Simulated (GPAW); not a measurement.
# Screening of a field by a 9-layer slab of Pt(110), part 2 of 2

Wanted: the out-of-plane polarisability of a 9-layer slab of Pt(110).

GPAW 26.7.0; GPAW, PAW setups; slab in vacuum, relaxation (the session's first sound run).

So far, dipole along the normal (e·Å): step 2 (relaxation) 7.8e-4; step 3 (the slab's potential) 5.0e-4; step 4 (field on) -0.169; step 5 (In a field) -0.0844.

## Step 8: In a field

The input, run.py:

```python
import json
import numpy as np
from ase import Atoms
from gpaw import GPAW, PW
from gpaw.external import ConstantElectricField

slab = Atoms(
    ['Pt', 'Pt', 'Pt', 'Pt', 'Pt', 'Pt', 'Pt', 'Pt', 'Pt'],
    positions=[
        [0.00000, 0.00000, 8.00000],
        [1.96000, 1.38593, 9.38593],
        [0.00000, 0.00000, 10.77186],
        [1.96000, 1.38593, 12.15779],
        [0.00000, 0.00000, 13.60284],
        [1.96000, 1.38593, 15.02159],
        [0.00000, 0.00000, 16.43404],
        [1.96000, 1.38593, 17.94911],
        [0.00000, 0.00000, 19.18970]],
    cell=[[3.92, 0.0, 0.0], [0.0, 2.77186, 0.0], [0.0, 0.0, 27.08743]],
    pbc=[True, True, False])

slab.calc = GPAW(mode=PW(400), xc='PBE', kpts={'size': (8, 11, 1), 'gamma': True},
                 occupations={'name': 'fermi-dirac', 'width': 0.1}, nbands='160%',
                 convergence={'density': 1e-05}, maxiter=200,
                 poissonsolver={'dipolelayer': 'xy'},
                 external=ConstantElectricField(0.1, [0, 0, 1]),
                 symmetry={'tolerance': 1e-3}, txt='slab.txt')
result = {}
energy = slab.get_potential_energy()
fermi = slab.calc.get_fermi_level()
v = slab.calc.get_electrostatic_potential().mean((0, 1)) - fermi
n = slab.calc.get_pseudo_density().mean((0, 1))
L = slab.cell[2, 2]
z = np.arange(len(v)) * L / len(v)
low, high = slab.positions[:, 2].min(), slab.positions[:, 2].max()
below, above = np.interp([low - 5.8, high + 5.8], z, v)
slopes = [np.interp(x, z, np.gradient(v, z)) for x in (low - 5.8, high + 5.8)]
eps = np.array([[slab.calc.get_eigenvalues(k, s) for k in range(len(slab.calc.get_ibz_k_points()))]
                for s in range(slab.calc.get_number_of_spins())]) - fermi
top, bottom = eps[eps < 0].max(), eps[eps > 0].min()
dipole = slab.get_dipole_moment()[2]
print(f'energy {energy:.4f} eV, Fermi level {fermi:.4f} eV, dipole {dipole:.5f} e A')
print(f'potential 5.8 A off the faces, from the Fermi level: lower {below:.4f} eV, upper {above:.4f} eV')
print(f'slope of the potential there: lower {slopes[0]:.5f}, upper {slopes[1]:.5f} eV/A')
print(f'nearest levels on the mesh: {top:.4f} and {bottom:.4f} eV')
print('magnetic moment', round(slab.get_magnetic_moment(), 3))
result.update(energy=energy, fermi=fermi, dipole=dipole, below=below, above=above, slopes=slopes, edges=[top, bottom],
              z=z.tolist(), v=v.tolist(), n=n.tolist(), positions=slab.positions.tolist(),
              forces=slab.get_forces(apply_constraint=False).tolist(), moments=slab.get_magnetic_moments().tolist())
json.dump(result, open('result.json', 'w'))
```

Launch:

```
> OMP_NUM_THREADS=1 OPENBLAS_NUM_THREADS=1 python run.py
```

Log:

```text
energy -55.0172 eV, Fermi level 2.6824 eV, dipole 0.08465 e A
potential 5.8 A off the faces, from the Fermi level: lower 6.0008 eV, upper 4.5904 eV
slope of the potential there: lower -0.00001, upper 0.00025 eV/A
nearest levels on the mesh: -0.0003 and 0.0016 eV
magnetic moment 0.0
```

The job ended after 13 min (1 thread of AMD EPYC 9R45, shared host; peak memory 0.81 GiB).

The dipole is now 0.0846 e Å, against 5.0e-4 in the run without a field.

## Step 9: Field on

run.py, as its differences from that of step 8:

```diff
@@ -25,3 +25,3 @@
                  poissonsolver={'dipolelayer': 'xy'},
-                 external=ConstantElectricField(0.1, [0, 0, 1]),
+                 external=ConstantElectricField(0.2, [0, 0, 1]),
                  symmetry={'tolerance': 1e-3}, txt='slab.txt')
```

Log:

```text
energy -55.0299 eV, Fermi level 2.6835 eV, dipole 0.16919 e A
potential 5.8 A off the faces, from the Fermi level: lower 6.7022 eV, upper 3.8841 eV
slope of the potential there: lower -0.00001, upper 0.00015 eV/A
nearest levels on the mesh: -0.0001 and 0.0014 eV
magnetic moment 0.0
```

Elapsed: 15 min, on 1 thread; peak memory 0.8 GiB.

The electrostatic potential energy of an electron (without an applied field's), less the Fermi level, planar mean oscillates, so the rows of the table below give means over windows of 1.41 Å about each position, cut where the curve ends. Its maxima inside the range that stand out by 2 % of the span (Å: eV): 2.5: 6.70, 8.7: -6.79, 10.1: -7.65, 11.5: -7.92, 12.9: -7.12, 14.3: -7.81, 15.7: -8.19, 17.2: -6.92, 18.5: -11.7. Its minima: 8.0: -13.8, 9.4: -15.1, 10.7: -15.4, 12.1: -15.6, 13.7: -15.7, 15.1: -16.1, 16.5: -16.2, 18.0: -17.0, 19.2: -16.6.

Electrostatic potential energy of an electron (without an applied field's), less the Fermi level, planar mean against z; means over each step:

| z (Å) | electrostatic potential energy of an electron (without an applied field's), less the Fermi level, planar mean (eV) |
| --- | --- |
| 0.70 | 6.51 |
| 2.11 | 6.70 |
| 3.52 | 6.70 |
| 4.93 | 6.68 |
| 6.34 | 5.85 |
| 7.75 | -7.34 |
| 9.16 | -10.9 |
| 10.57 | -11.5 |
| 11.98 | -11.6 |
| 13.39 | -11.5 |
| 14.80 | -11.9 |
| 16.21 | -12.1 |
| 17.62 | -12.0 |
| 19.03 | -13.0 |
| 20.44 | 1.45 |
| 21.85 | 3.84 |
| 23.26 | 3.88 |
| 24.67 | 3.88 |
| 26.08 | 3.90 |

The dipole is now 0.169 e Å, against 5.0e-4 in the run without a field.

## Step 10: Field on

run.py, as its differences from that of step 9:

```diff
@@ -25,3 +25,3 @@
                  poissonsolver={'dipolelayer': 'xy'},
-                 external=ConstantElectricField(0.2, [0, 0, 1]),
+                 external=ConstantElectricField(0.3, [0, 0, 1]),
                  symmetry={'tolerance': 1e-3}, txt='slab.txt')
```

Log:

```text
energy -55.0511 eV, Fermi level 2.6836 eV, dipole 0.25365 e A
potential 5.8 A off the faces, from the Fermi level: lower 7.4057 eV, upper 3.1810 eV
slope of the potential there: lower -0.00002, upper 0.00019 eV/A
nearest levels on the mesh: -0.0000 and 0.0014 eV
magnetic moment 0.0
```

Wall time 17 min (1 thread); peak memory 0.79 GiB.

The electrostatic potential energy of an electron (without an applied field's), less the Fermi level, planar mean oscillates, so the rows of the table below give means over windows of 1.41 Å about each position, cut where the curve ends. Its maxima inside the range that stand out by 2 % of the span (Å: eV): 2.5: 7.41, 8.7: -6.31, 10.1: -7.31, 11.5: -7.71, 12.9: -7.06, 14.3: -7.89, 15.7: -8.41, 17.2: -7.29, 18.5: -12.2. Its minima: 8.0: -13.2, 9.4: -14.6, 10.7: -15.1, 12.1: -15.4, 13.7: -15.7, 15.1: -16.2, 16.5: -16.5, 18.0: -17.5, 19.2: -17.2.

The electrostatic potential energy of an electron (without an applied field's), less the Fermi level, planar mean by z; means over each step:

z (Å), electrostatic potential energy of an electron (without an applied field's), less the Fermi level, planar mean (eV) and a bar from the least value:
```
     0.70        7.1 ##############################
     2.11        7.4 ##############################
     3.52        7.4 ##############################
     4.93        7.4 ##############################
     6.34        6.5 #############################
     7.75       -6.8 ##########
     9.16      -10.5 ####
    10.57      -11.2 ###
    11.98      -11.4 ###
    13.39      -11.5 ###
    14.80      -12.1 ##
    16.21      -12.3 ##
    17.62      -12.4 ##
    19.03      -13.6 
    20.44        0.8 #####################
    21.85        3.1 ########################
    23.26        3.2 ########################
    24.67        3.2 ########################
    26.08        3.2 ########################
```

The dipole is now 0.254 e Å, against 5.0e-4 in the run without a field.

## Step 11: The series

The members are put on one axis.

This step: induced dipole against applied field (GPAW 26.7.0).

Dipole along the normal against field:

| field (V/Å) | dipole along the normal (e·Å) |
| --- | --- |
| -0.200 | -0.169 |
| -0.100 | -0.0844 |
| -0.050 | -0.0420 |
| 0.000 | 5.0e-4 |
| 0.050 | 0.0424 |
| 0.100 | 0.0846 |
| 0.200 | 0.169 |
| 0.300 | 0.254 |

## Step 12: A changed run

One more run, with changed settings.

This step: GPAW, PAW setups; slab in vacuum (GPAW 26.7.0).

run.py, as its differences from that of step 10:

```diff
@@ -3,4 +3,3 @@
 from ase import Atoms
-from gpaw import GPAW, PW
-from gpaw.external import ConstantElectricField
+from gpaw import GPAW
 
@@ -21,7 +20,6 @@
 
-slab.calc = GPAW(mode=PW(400), xc='PBE', kpts={'size': (8, 11, 1), 'gamma': True},
+slab.calc = GPAW(mode='fd', h=0.4, xc='PBE', kpts={'size': (8, 11, 1), 'gamma': True},
                  occupations={'name': 'fermi-dirac', 'width': 0.1}, nbands='160%',
-                 convergence={'density': 1e-05}, maxiter=200,
+                 convergence={'density': 1e-05}, maxiter=100,
                  poissonsolver={'dipolelayer': 'xy'},
-                 external=ConstantElectricField(0.3, [0, 0, 1]),
                  symmetry={'tolerance': 1e-3}, txt='slab.txt')
```

Log:

```text
energy -59.2161 eV, Fermi level -5.1935 eV, dipole 0.00358 e A
potential 5.8 A off the faces, from the Fermi level: lower 5.2234 eV, upper 5.1636 eV
slope of the potential there: lower 0.00001, upper 0.00010 eV/A
nearest levels on the mesh: -0.0065 and 0.0007 eV
magnetic moment 0.0
```

The job ended after 7.7 min (1 thread; peak memory 0.43 GiB).

The run finished. A setting was moved off its sound value on purpose, so it serves as a test and not as the result.

The fault put into the input: a grid far too coarse (mode = "fd" and h = 0.4).

The two runs compared:

| quantity | this run | sound run | difference |
| --- | --- | --- | --- |
| dipole along the normal (e·Å) | 0.0035777 | 5.031e-4 | 0.00307 |
| upper work function (eV) | 5.1636 | 5.2969 | -0.133 |
| lower work function (eV) | 5.2234 | 5.3012 | -0.0778 |

The two runs differ clearly in the upper work function: 5.16 eV against 5.30 eV.

## Step 13: Outcome

```
work function, both faces                      : 5.30 eV
dipole along the normal                        : 5.0e-4 e Å, near the numerical noise
induced dipole per field                       : 0.845 e Å per V/Å
out-of-plane polarisability per area, α/(ε0 A) : 14.1 Å
```

The field induces 0.845 e Å per V/Å, a polarisable thickness α/(ε0 A) of 14.1 Å beside 11.2 Å between the outermost nuclei. A perfect conductor would give the distance between its two image planes; a dielectric of thickness t gives t(1 - 1/ε). The measured value for this face is 5.53 eV (as compiled in "Anisotropic work function of elemental crystals", 2019, arxiv:1902.07811); the relaxed upper face lies 0.23 eV under it with PBE. Measured work functions scatter by a tenth of an eV or more between methods. The clean face reconstructs (W and Mo (100) only when cold), while this slab is an unreconstructed 1×1 cell, so the two are not the same surface. The induced dipole is linear in the field over this range. The small printed dipole stands for a step of -8.4 meV from the lower to the upper face, and the probes find -4.3 meV; values this small are near the numerical noise of both. The in-plane lattice was kept as typed, which isn't the functional's own and leaves some strain; spin-orbit coupling and temperature are left out.

[Logs are printed without paths, hosts, clocks, repeated set-up lines and the standing remarks that a program may print on its own settings, such as how far it seeks lower states.]

[Hosts, paths, dates, database ids (printed as entryN), source tags and the programs' standing remarks are cut or masked in the printed files.]
